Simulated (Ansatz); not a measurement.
# Elastic response of amorphous Si (169 atoms), part 3 of 3

Aim: relax amorphous Si (169 atoms), then change its volume and shape to read moduli from the stress.

Ansatz 0.2.0; Kohn-Sham DFT, PBE, PAW (set soft_2), plane waves.

The cell: 169 Si. The quench rate of 20 K/ps far exceeds what a furnace or splat quench reaches. The network of bonds at the start is that of the classical potential that made the cell. The Brillouin zone is sampled at Γ only.

So far. Step 7 (Volume -6 %): The relaxation converged after 5 steps, 0.601 eV below its start, with a largest force component of 0.044 eV/Å. Step 7 (Volume -6 %): Volume -6 %: the energy stands 3.00 eV above that of the reference, at a pressure of 4.78 GPa.

### 8. Volume +6 %

The relaxed cell is scaled to another volume.

input.yaml reads:

```yaml
crystal:
  lattice:
    - [15.52788, 0.25166, 0.04874]
    - [0.25166, 15.53205, 0.02779]
    - [0.04874, 0.02779, 15.36989]
  atoms:
    [... the 169 atom lines of step 4 ...]
kpoints:
  mp_grid: { grid: [1, 1, 1] }
hamiltonian:
  xc: pbe
scf:
  occupations: { method: gaussian, width: 0.025 }
output:
  forces: true
  eigenvalues: true
  stress: true
relax:
  f_tol: 0.05
  max_steps: 70
```

Launch:

```console
$ ansatz run input.yaml --threads 4 --pin off --max-ram 15872MiB --backend cpu --events-out ev --progress --plain --runs-dir out
```

Numbers of over 12 decimals in the logs are rounded to 6 here.

The program printed:

```text
[...]
Crystal: 169 atoms, lattice volume = 3705.886 Å³
Basis set: ecut = 420 eV, 72431 PW (Γ), exchange–correlation on 216×216×216 points (8 copies of the dense FFT grid, shifted against one another)
Bands: 507, of which v1, the nominal top of the filled ones, is band 338 counted from 1 (337 counted from 0)
Symmetry: 1 space group operations
[...]
k-points: 1
[...]
SCF iter   1: F=—  HF=-107408.346106 eV  |F-HF|=—  |Δ(HF+E_count)|=         —  Δρ=3.38e-3  dr2=1.92e0  ethr=1.77e-3  ⟨swp⟩=6.0  Hψ=2342  notcnv=0  defer=79
[...]
SCF iter   6: F=—  HF=-107408.137245 eV  |F-HF|=—  |Δ(HF+E_count)|=   2.96e-4  Δρ=1.85e-5  dr2=6.44e-5  ethr=6.81e-8  ⟨swp⟩=2.0  Hψ=551  notcnv=0  defer=161
SCF iter   7: F=-107408.137300 eV  HF=-107408.137297 eV  |F-HF|=2.59e-6  |Δ(HF+E_count)|=   5.25e-5  Δρ=5.99e-6  dr2=6.12e-6  ethr=9.25e-9  ⟨swp⟩=16.0  Hψ=3049  notcnv=0
SCF 1 converged in 7 iterations: F = -107408.137300 eV  dr2 = 6.12e-6
[...]
relax step   1: F+E_penalty+E_count = -107408.13729959 eV  Δ(F+E_penalty+E_count) = +0.000e0 eV  max|allowed force component| = 3.650e-1 eV/Å  Δτ_max = 0.0000 Å  (7 SCF iters, dr2 threshold 6.25e-5 eV, accepted)
[...]
relax step   2: F+E_penalty+E_count = -107408.49951558 eV  Δ(F+E_penalty+E_count) = -3.622e-1 eV  max|allowed force component| = 1.934e-1 eV/Å  Δτ_max = 0.1060 Å  (7 SCF iters, dr2 threshold 8.33e-6 eV, accepted)
[...]
relax step   3: F+E_penalty+E_count = -107408.57247584 eV  Δ(F+E_penalty+E_count) = -7.296e-2 eV  max|allowed force component| = 9.176e-2 eV/Å  Δτ_max = 0.0537 Å  (9 SCF iters, accepted)
relax step   4: F+E_penalty+E_count = -107408.60157801 eV  Δ(F+E_penalty+E_count) = -2.910e-2 eV  max|allowed force component| = 8.994e-2 eV/Å  Δτ_max = 0.0436 Å  (9 SCF iters, accepted)
relax step   5: F+E_penalty+E_count = -107408.64767809 eV  Δ(F+E_penalty+E_count) = -4.610e-2 eV  max|allowed force component| = 1.495e-1 eV/Å  Δτ_max = 0.1330 Å  (12 SCF iters, accepted)
relax step   6: F+E_penalty+E_count = -107408.67522191 eV  Δ(F+E_penalty+E_count) = -2.754e-2 eV  max|allowed force component| = 1.775e-1 eV/Å  Δτ_max = 0.1280 Å  (8 SCF iters, dr2 threshold 2.15e-5 eV, accepted)
relax step   7: F+E_penalty+E_count = -107408.72264455 eV  Δ(F+E_penalty+E_count) = -4.742e-2 eV  max|allowed force component| = 1.478e-1 eV/Å  Δτ_max = 0.0910 Å  (7 SCF iters, dr2 threshold 3.15e-5 eV, accepted)
relax step   8: F+E_penalty+E_count = -107408.77552854 eV  Δ(F+E_penalty+E_count) = -5.288e-2 eV  max|allowed force component| = 1.451e-1 eV/Å  Δτ_max = 0.1939 Å  (8 SCF iters, dr2 threshold 1.51e-5 eV, accepted)
relax step   9: F+E_penalty+E_count = -107408.78920767 eV  Δ(F+E_penalty+E_count) = -1.368e-2 eV  max|allowed force component| = 9.707e-2 eV/Å  Δτ_max = 0.0808 Å  (7 SCF iters, dr2 threshold 1.46e-5 eV, accepted)
relax step  10: F+E_penalty+E_count = -107408.79709037 eV  Δ(F+E_penalty+E_count) = -7.883e-3 eV  max|allowed force component| = 7.182e-2 eV/Å  Δτ_max = 0.0581 Å  (7 SCF iters, dr2 threshold 4.22e-6 eV, accepted)
relax step  11: F+E_penalty+E_count = -107408.79591012 eV  Δ(F+E_penalty+E_count) = +1.180e-3 eV  max|allowed force component| = 4.686e-2 eV/Å  Δτ_max = 0.0598 Å  (10 SCF iters, rejected (line search))
[...]
relax step  12: F+E_penalty+E_count = -107408.80213857 eV  Δ(F+E_penalty+E_count) = -5.048e-3 eV  max|allowed force component| = 8.379e-3 eV/Å  Δτ_max = 0.0289 Å  (9 SCF iters, accepted)
SCF converged after 9 iterations
Free energy (F): -107408.802139 eV
[...]
Internal energy: -107408.802131 eV  (E = F + TS)
E sigma→0 (E₀):  -107408.802135 eV
Entropy (-TS):   -0.000008 eV (-0.000 meV/atom)
Fermi energy:    5.472314 eV
[...]
Σ components = -107408.802139   (vs F -107408.802139, Δ=0.00e0)
--- Forces (eV/Å), atoms counted from 1 ---
  atom   1  Si     0.00273304     0.00224995     0.00345040
  atom   2  Si    -0.00183388     0.00140350     0.00108894
  atom   3  Si    -0.00261328     0.00112283    -0.00029669
  atom   4  Si    -0.00038212     0.00074257    -0.00002572
[...]
atom 169  Si     0.00059946    -0.00219308     0.00179518
  max |Σ_I F_I| component: 3.32e-5 eV/Å
--- Stress (GPa, compression-positive) ---
       -3.506627      -0.057260      -0.286822
       -0.057260      -3.126662       0.176974
       -0.286822       0.176974      -3.402608
  P = ⅓ Tr σ = -3.3453 GPa (-33.453 kbar)
--- Band table (eV) ---
[...]
--- Relaxed structure (12 steps of the walk, 11 accepted, 0 SCFs on fresh bases) ---
  F+E_penalty+E_count = -107408.80213857 eV   max|allowed force component| = 8.379e-3 eV/Å
  atoms:
    - { symbol: Si, position: [0.947222, 0.867614, 0.333593] }
    - { symbol: Si, position: [0.314513, 0.968527, 0.302404] }
    - { symbol: Si, position: [0.151775, 0.490275, 0.684779] }
    - { symbol: Si, position: [0.719009, 0.795288, 0.491698] }
[...]
- { symbol: Si, position: [0.364040, 0.297748, 0.571250] }
```

Run time: 14 min. Hardware: 4 threads of Arm Neoverse V1, shared host; peak memory 4.7 GiB.

The relaxation converged after 12 steps, 0.665 eV below its start, with a largest force component of 0.0084 eV/Å.

Volume +6 %: the energy stands 2.23 eV above that of the reference, at a pressure of -3.35 GPa.

### 9. Volume -10 %

The relaxed cell is scaled to another volume.

Input and log are left out; they have the form of those shown for this kind of step.

It took 10 min on 4 threads of Arm Neoverse V1, shared host; peak memory 4.1 GiB; 40 min of CPU time.

The relaxation converged after 11 steps, 2.08 eV below its start, with a largest force component of 0.037 eV/Å.

Volume -10 %: the energy stands 8.71 eV above that of the reference, at a pressure of 8.30 GPa.

### 10. Stretched by 1 % along x

The relaxed cell is strained along x alone, which gives the stiffness along x and its coupling to y and z.

input.yaml, the sections that differ from step 8:

```yaml
crystal:
  lattice:
    - [15.38148, 0.24682, 0.0478]
    - [0.24929, 15.23328, 0.02726]
    - [0.04828, 0.02726, 15.07424]
  atoms:
    [... the 169 atom lines of step 4 ...]
# kpoints, hamiltonian, scf, output, relax: as in step 8
```

The program printed:

```text
[...]
Crystal: 169 atoms, lattice volume = 3531.078 Å³
Basis set: ecut = 420 eV, 69035 PW (Γ), exchange–correlation on 216×216×216 points (8 copies of the dense FFT grid, shifted against one another)
Bands: 507, of which v1, the nominal top of the filled ones, is band 338 counted from 1 (337 counted from 0)
Symmetry: 1 space group operations
[...]
k-points: 1
[...]
SCF iter   1: F=—  HF=-107411.053585 eV  |F-HF|=—  |Δ(HF+E_count)|=         —  Δρ=3.47e-3  dr2=1.85e0  ethr=1.77e-3  ⟨swp⟩=6.0  Hψ=2348  notcnv=0  defer=80
[...]
SCF iter   6: F=—  HF=-107410.849418 eV  |F-HF|=—  |Δ(HF+E_count)|=   2.98e-4  Δρ=1.84e-5  dr2=5.93e-5  ethr=5.85e-8  ⟨swp⟩=2.0  Hψ=526  notcnv=0  defer=161
SCF iter   7: F=-107410.849468 eV  HF=-107410.849466 eV  |F-HF|=2.06e-6  |Δ(HF+E_count)|=   4.81e-5  Δρ=6.30e-6  dr2=6.24e-6  ethr=8.77e-9  ⟨swp⟩=17.0  Hψ=3077  notcnv=0
SCF 1 converged in 7 iterations: F = -107410.849468 eV  dr2 = 6.24e-6
[...]
relax step   1: F+E_penalty+E_count = -107410.84946840 eV  Δ(F+E_penalty+E_count) = +0.000e0 eV  max|allowed force component| = 1.665e-1 eV/Å  Δτ_max = 0.0000 Å  (7 SCF iters, dr2 threshold 6.25e-5 eV, accepted)
[...]
relax step   2: F+E_penalty+E_count = -107410.89674355 eV  Δ(F+E_penalty+E_count) = -4.728e-2 eV  max|allowed force component| = 5.744e-2 eV/Å  Δτ_max = 0.0209 Å  (7 SCF iters, accepted)
[...]
relax step   3: F+E_penalty+E_count = -107410.90569164 eV  Δ(F+E_penalty+E_count) = -8.948e-3 eV  max|allowed force component| = 2.719e-2 eV/Å  Δτ_max = 0.0191 Å  (6 SCF iters, accepted)
SCF converged after 6 iterations
Free energy (F): -107410.905692 eV
[...]
Internal energy: -107410.905466 eV  (E = F + TS)
E sigma→0 (E₀):  -107410.905579 eV
Entropy (-TS):   -0.000226 eV (-0.001 meV/atom)
Fermi energy:    5.933440 eV
[...]
Σ components = -107410.905692   (vs F -107410.905692, Δ=0.00e0)
--- Forces (eV/Å), atoms counted from 1 ---
  atom   1  Si    -0.00143076    -0.00464555     0.00288293
  atom   2  Si     0.00417417     0.00817147     0.00070516
  atom   3  Si    -0.00057849     0.00330244     0.00109164
  atom   4  Si     0.00355787     0.00606623    -0.00200590
[...]
atom 169  Si     0.00862868     0.00460432     0.00060198
  max |Σ_I F_I| component: 2.66e-5 eV/Å
--- Stress (GPa, compression-positive) ---
       -1.164414      -0.014814      -0.019897
       -0.014814      -0.430664       0.013281
       -0.019897       0.013282      -0.441740
  P = ⅓ Tr σ = -0.6789 GPa (-6.789 kbar)
--- Band table (eV) ---
[...]
--- Relaxed structure (3 steps of the walk, 3 accepted, 0 SCFs on fresh bases) ---
  F+E_penalty+E_count = -107410.90569164 eV   max|allowed force component| = 2.719e-2 eV/Å
  atoms:
    - { symbol: Si, position: [0.947590, 0.865989, 0.335162] }
    - { symbol: Si, position: [0.315511, 0.970421, 0.302661] }
    - { symbol: Si, position: [0.151026, 0.484863, 0.684779] }
    - { symbol: Si, position: [0.720356, 0.795917, 0.490034] }
[...]
- { symbol: Si, position: [0.358829, 0.283378, 0.563502] }
```

It took 3.3 min on 4 threads; peak memory 4.5 GiB; 13 min of CPU time.

The relaxation converged after 3 steps, 0.0562 eV below its start, with a largest force component of 0.027 eV/Å.

Stretched by 1 % along x: the energy stands 0.127 eV above that of the reference, at a pressure of -0.679 GPa.

### 11. Compressed by 1 % along x

The relaxed cell is strained along x alone, which gives the stiffness along x and its coupling to y and z.

input.yaml, the sections that differ from step 10:

```yaml
crystal:
  lattice:
    - [15.0769, 0.24682, 0.0478]
    - [0.24435, 15.23328, 0.02726]
    - [0.04732, 0.02726, 15.07424]
  atoms:
    [... the 169 atom lines of step 4 ...]
# kpoints, hamiltonian, scf, output, relax: as in step 10
```

The program printed:

```text
[...]
Crystal: 169 atoms, lattice volume = 3461.156 Å³
Basis set: ecut = 420 eV, 67689 PW (Γ), exchange–correlation on 216×216×216 points (8 copies of the dense FFT grid, shifted against one another)
Bands: 507, of which v1, the nominal top of the filled ones, is band 338 counted from 1 (337 counted from 0)
Symmetry: 1 space group operations
[...]
k-points: 1
[...]
SCF iter   1: F=—  HF=-107411.064791 eV  |F-HF|=—  |Δ(HF+E_count)|=         —  Δρ=3.56e-3  dr2=1.93e0  ethr=1.77e-3  ⟨swp⟩=6.0  Hψ=2351  notcnv=0  defer=83
[...]
SCF iter   6: F=—  HF=-107410.849159 eV  |F-HF|=—  |Δ(HF+E_count)|=   3.08e-4  Δρ=1.97e-5  dr2=6.43e-5  ethr=7.34e-8  ⟨swp⟩=2.0  Hψ=518  notcnv=0  defer=161
SCF iter   7: F=-107410.849216 eV  HF=-107410.849213 eV  |F-HF|=3.09e-6  |Δ(HF+E_count)|=   5.40e-5  Δρ=6.37e-6  dr2=5.85e-6  ethr=9.25e-9  ⟨swp⟩=17.0  Hψ=3038  notcnv=0
SCF 1 converged in 7 iterations: F = -107410.849216 eV  dr2 = 5.85e-6
[...]
relax step   1: F+E_penalty+E_count = -107410.84921598 eV  Δ(F+E_penalty+E_count) = +0.000e0 eV  max|allowed force component| = 1.919e-1 eV/Å  Δτ_max = 0.0000 Å  (7 SCF iters, dr2 threshold 6.25e-5 eV, accepted)
[...]
relax step   2: F+E_penalty+E_count = -107410.90109705 eV  Δ(F+E_penalty+E_count) = -5.188e-2 eV  max|allowed force component| = 7.263e-2 eV/Å  Δτ_max = 0.0237 Å  (6 SCF iters, accepted)
[...]
relax step   3: F+E_penalty+E_count = -107410.91268867 eV  Δ(F+E_penalty+E_count) = -1.159e-2 eV  max|allowed force component| = 4.147e-2 eV/Å  Δτ_max = 0.0189 Å  (6 SCF iters, accepted)
SCF converged after 6 iterations
Free energy (F): -107410.912689 eV
[...]
Internal energy: -107410.912380 eV  (E = F + TS)
E sigma→0 (E₀):  -107410.912534 eV
Entropy (-TS):   -0.000309 eV (-0.002 meV/atom)
Fermi energy:    6.131087 eV
[...]
Σ components = -107410.912689   (vs F -107410.912689, Δ=0.00e0)
--- Forces (eV/Å), atoms counted from 1 ---
  atom   1  Si     0.00378764     0.00184431    -0.00479329
  atom   2  Si    -0.00774590    -0.00625835     0.00325291
  atom   3  Si     0.00362448    -0.00247706    -0.00556730
  atom   4  Si    -0.00331798    -0.00429171     0.00172640
[...]
atom 169  Si    -0.00537273     0.00871882     0.00771782
  max |Σ_I F_I| component: 3.49e-5 eV/Å
--- Stress (GPa, compression-positive) ---
        1.151172       0.000650       0.010227
        0.000650       0.494354      -0.002918
        0.010227      -0.002918       0.512512
  P = ⅓ Tr σ = 0.7193 GPa (7.193 kbar)
--- Band table (eV) ---
[...]
--- Relaxed structure (3 steps of the walk, 3 accepted, 0 SCFs on fresh bases) ---
  F+E_penalty+E_count = -107410.91268867 eV   max|allowed force component| = 4.147e-2 eV/Å
  atoms:
    - { symbol: Si, position: [0.947636, 0.866196, 0.335156] }
    - { symbol: Si, position: [0.317064, 0.971329, 0.301700] }
    - { symbol: Si, position: [0.150960, 0.484233, 0.686445] }
    - { symbol: Si, position: [0.721800, 0.796955, 0.490385] }
[...]
- { symbol: Si, position: [0.358984, 0.281659, 0.563561] }
```

The job ended after 3.2 min (4 threads; peak memory 4.5 GiB).

The relaxation converged after 3 steps, 0.0635 eV below its start, with a largest force component of 0.041 eV/Å.

Compressed by 1 % along x: the energy stands 0.120 eV above that of the reference, at a pressure of 0.719 GPa.

### 12. Sheared by 2 % in xy

A shear of the relaxed cell gives the modulus that volume changes can't reach.

input.yaml, the sections that differ from step 11:

```yaml
crystal:
  lattice:
    - [15.23166, 0.39911, 0.0478]
    - [0.39915, 15.23575, 0.02726]
    - [0.04807, 0.02774, 15.07424]
  atoms:
    [... the 169 atom lines of step 4 ...]
# kpoints, hamiltonian, scf, output, relax: as in step 11
```

The program printed:

```text
[...]
Crystal: 169 atoms, lattice volume = 3495.768 Å³
Basis set: ecut = 420 eV, 68311 PW (Γ), exchange–correlation on 216×216×216 points (8 copies of the dense FFT grid, shifted against one another)
Bands: 507, of which v1, the nominal top of the filled ones, is band 338 counted from 1 (337 counted from 0)
Symmetry: 1 space group operations
[...]
k-points: 1
[...]
SCF iter   1: F=—  HF=-107410.967652 eV  |F-HF|=—  |Δ(HF+E_count)|=         —  Δρ=3.53e-3  dr2=1.96e0  ethr=1.77e-3  ⟨swp⟩=6.0  Hψ=2348  notcnv=0  defer=81
[...]
SCF iter   6: F=—  HF=-107410.751860 eV  |F-HF|=—  |Δ(HF+E_count)|=   3.17e-4  Δρ=1.92e-5  dr2=6.20e-5  ethr=6.87e-8  ⟨swp⟩=2.0  Hψ=518  notcnv=0  defer=161
SCF iter   7: F=-107410.751916 eV  HF=-107410.751913 eV  |F-HF|=2.31e-6  |Δ(HF+E_count)|=   5.30e-5  Δρ=6.45e-6  dr2=6.43e-6  ethr=9.17e-9  ⟨swp⟩=17.0  Hψ=3089  notcnv=0
SCF 1 converged in 7 iterations: F = -107410.751916 eV  dr2 = 6.43e-6
[...]
relax step   1: F+E_penalty+E_count = -107410.75191561 eV  Δ(F+E_penalty+E_count) = +0.000e0 eV  max|allowed force component| = 2.348e-1 eV/Å  Δτ_max = 0.0000 Å  (7 SCF iters, dr2 threshold 6.25e-5 eV, accepted)
[...]
relax step   2: F+E_penalty+E_count = -107410.84997304 eV  Δ(F+E_penalty+E_count) = -9.806e-2 eV  max|allowed force component| = 8.021e-2 eV/Å  Δτ_max = 0.0223 Å  (6 SCF iters, dr2 threshold 3.45e-6 eV, accepted)
[...]
relax step   3: F+E_penalty+E_count = -107410.86791767 eV  Δ(F+E_penalty+E_count) = -1.794e-2 eV  max|allowed force component| = 4.786e-2 eV/Å  Δτ_max = 0.0231 Å  (6 SCF iters, accepted)
SCF converged after 6 iterations
Free energy (F): -107410.867918 eV
[...]
Internal energy: -107410.867233 eV  (E = F + TS)
E sigma→0 (E₀):  -107410.867575 eV
Entropy (-TS):   -0.000685 eV (-0.004 meV/atom)
Fermi energy:    6.019874 eV
[...]
Σ components = -107410.867918   (vs F -107410.867918, Δ=0.00e0)
--- Forces (eV/Å), atoms counted from 1 ---
  atom   1  Si     0.00125069    -0.00060493     0.00034026
  atom   2  Si     0.00066188    -0.00033858    -0.00244643
  atom   3  Si    -0.00145060     0.00829381     0.00600238
  atom   4  Si     0.01457804    -0.00137636    -0.01029659
[...]
atom 169  Si    -0.00318891    -0.00143266     0.00620918
  max |Σ_I F_I| component: 5.91e-5 eV/Å
--- Stress (GPa, compression-positive) ---
       -0.042628      -0.761579       0.018282
       -0.761579       0.066633      -0.080509
        0.018282      -0.080509      -0.009883
  P = ⅓ Tr σ = 0.0047 GPa (0.047 kbar)
--- Band table (eV) ---
[...]
--- Relaxed structure (3 steps of the walk, 3 accepted, 0 SCFs on fresh bases) ---
  F+E_penalty+E_count = -107410.86791767 eV   max|allowed force component| = 4.786e-2 eV/Å
  atoms:
    - { symbol: Si, position: [0.947122, 0.865353, 0.334630] }
    - { symbol: Si, position: [0.315375, 0.969952, 0.302081] }
    - { symbol: Si, position: [0.151761, 0.484593, 0.685736] }
    - { symbol: Si, position: [0.719925, 0.796095, 0.490959] }
[...]
- { symbol: Si, position: [0.360367, 0.281682, 0.563590] }
```

It took 3.2 min on 4 threads; peak memory 4.5 GiB; 13 min of CPU time.

The relaxation converged after 3 steps, 0.116 eV below its start, with a largest force component of 0.048 eV/Å.

Sheared by 2 % in xy: the energy stands 0.165 eV above that of the reference, at a pressure of 0.00471 GPa.

### 13. Pressure against volume

Atoms are relaxed at each volume, in the scaled cell.

```
volume change (%)  volume (Å³/atom)  energy change (meV/atom)  pressure (GPa)  largest move on relaxing (Å)  bonds
              -10            18.618                     51.57            8.30                          0.81    354
               -6            19.446                     17.77            4.78                          0.20    347
               -3            20.066                      4.27            2.26                          0.09    345
               +0            20.687                      0.00            0.00                             -    345
               +3            21.308                      3.79           -1.93                          0.08    345
               +6            21.928                     13.20           -3.35                          0.67    341
```

### 14. Uniaxial strain and shear

Stress (GPa, compression positive) less that of the relaxed cell, atoms relaxed:

```csv
strain,xx,yy,zz,xy,energy change (meV/atom)
stretched by 1 % along x,-1.147,-0.437,-0.463,-0.008,0.75
compressed by 1 % along x,1.168,0.488,0.491,0.007,0.71
sheared by 2 % in xy,-0.025,0.060,-0.032,-0.755,0.97
```

### 15. Outcome

The bulk modulus, from the slope of pressure against ln V over the three points nearest the relaxed volume, is 69.9 GPa; a quadratic over all points gives a pressure derivative of about 3.3. The count of bonds runs from 341 to 354 over the series, so at some points contacts cross the cutoffs. At -10 % and +6 % some atom moved by over 0.5 Å on relaxing, so those points may sit in another local minimum. In the Cartesian axes of the cell, finite differences give C11 = 116, C12 = 46.3, C13 = 47.7 and C66 = 37.8 GPa (the shear of 2 % is the engineering strain, εxy = 0.01). The mean of C11, C12 and C13, which equals the bulk modulus in a cubic or isotropic solid, is 69.9 GPa: it agrees with the bulk modulus within 10 %. For an isotropic solid C66 would equal (C11 − C12)/2 = 34.8 GPa; so small a sample needn't be isotropic, and C66 rests on one shear. With the bulk modulus and C66 as K and G, Young's modulus would be about 96 GPa and Poisson's ratio 0.27.

Caveats: Strains are finite and relaxations stop at the force tolerance of the input, which can leave moduli too stiff; they are those of a static cell at zero temperature. Volumes are changed with the cell's shape held, so in an anisotropic solid the modulus lies over the one under free hydrostatic load. The program notes that the SCF threshold of the relaxations is loose for the stress.

The DFT runs together took 64 min of wall time.

[Logs are printed without paths, hosts, clocks, repeated set-up lines and the standing remarks that a program may print on its own settings, such as how far it seeks lower states.]

[Hosts, paths, dates, database ids (printed as entryN), source tags and the programs' standing remarks are cut or masked in the printed files.]
